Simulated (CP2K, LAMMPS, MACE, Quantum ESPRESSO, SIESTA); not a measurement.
# Ranking relaxed geometries by hand: Zn25Hg15S40 with crystalline order left by the classical run (80 atoms)

The cell holds 80 atoms (25 Zn, 15 Hg and 40 S). Recipe: 80 atoms (25 Zn, 15 Hg, 40 S) placed at random at 5.51 g/cm³, melted at 2500 K for 10 ps at fixed volume with the Stillinger-Weber II-VI potential (Zhou et al., Phys. Rev. B 88, 085309 (2013)). Quenched from 2500 K to 300 K at 3 K/ps and fixed volume, held 5 ps, then minimised at fixed cell.

Each method relaxed the atoms from this start in the fixed cell; Quantum ESPRESSO 7.5 (PBE; plane waves, SSSP efficiency, 60/480 Ry; k-points Γ) then solved the start and every end.

| geometry | free energy (eV) | r.m.s. force (eV/Å) |
| --- | --- | --- |
| start | -233435.768 | 0.293 |
| end of MACE MPA-0 medium | -233438.429 | 0.074 |
| end of CP2K double zeta | -233438.813 | 0.032 |
| end of SIESTA DZP | -233438.272 | 0.108 |

**Question.** Find the energy that each relaxation gains per atom at this level, and what share of the best gain each reaches. Compare the gap between best and worst with kT at 300 K (25.9 meV).

**Working.**

MACE MPA-0 medium: -233435.768 − (-233438.429) = 2.661 eV, or 33.3 meV an atom; 87 % of the best.

CP2K double zeta: -233435.768 − (-233438.813) = 3.044 eV, or 38.1 meV an atom; 100 % of the best.

SIESTA DZP: -233435.768 − (-233438.272) = 2.503 eV, or 31.3 meV an atom; 82 % of the best.

CP2K double zeta gains most. SIESTA DZP ends 0.541 eV higher for the cell, 6.8 meV an atom, which is 0.26 kT an atom and 21 kT for the cell.

Limits: no end is a minimum of this level.

[Hosts, paths, dates, database ids (printed as entryN), source tags and the programs' standing remarks are cut or masked in the printed files.]
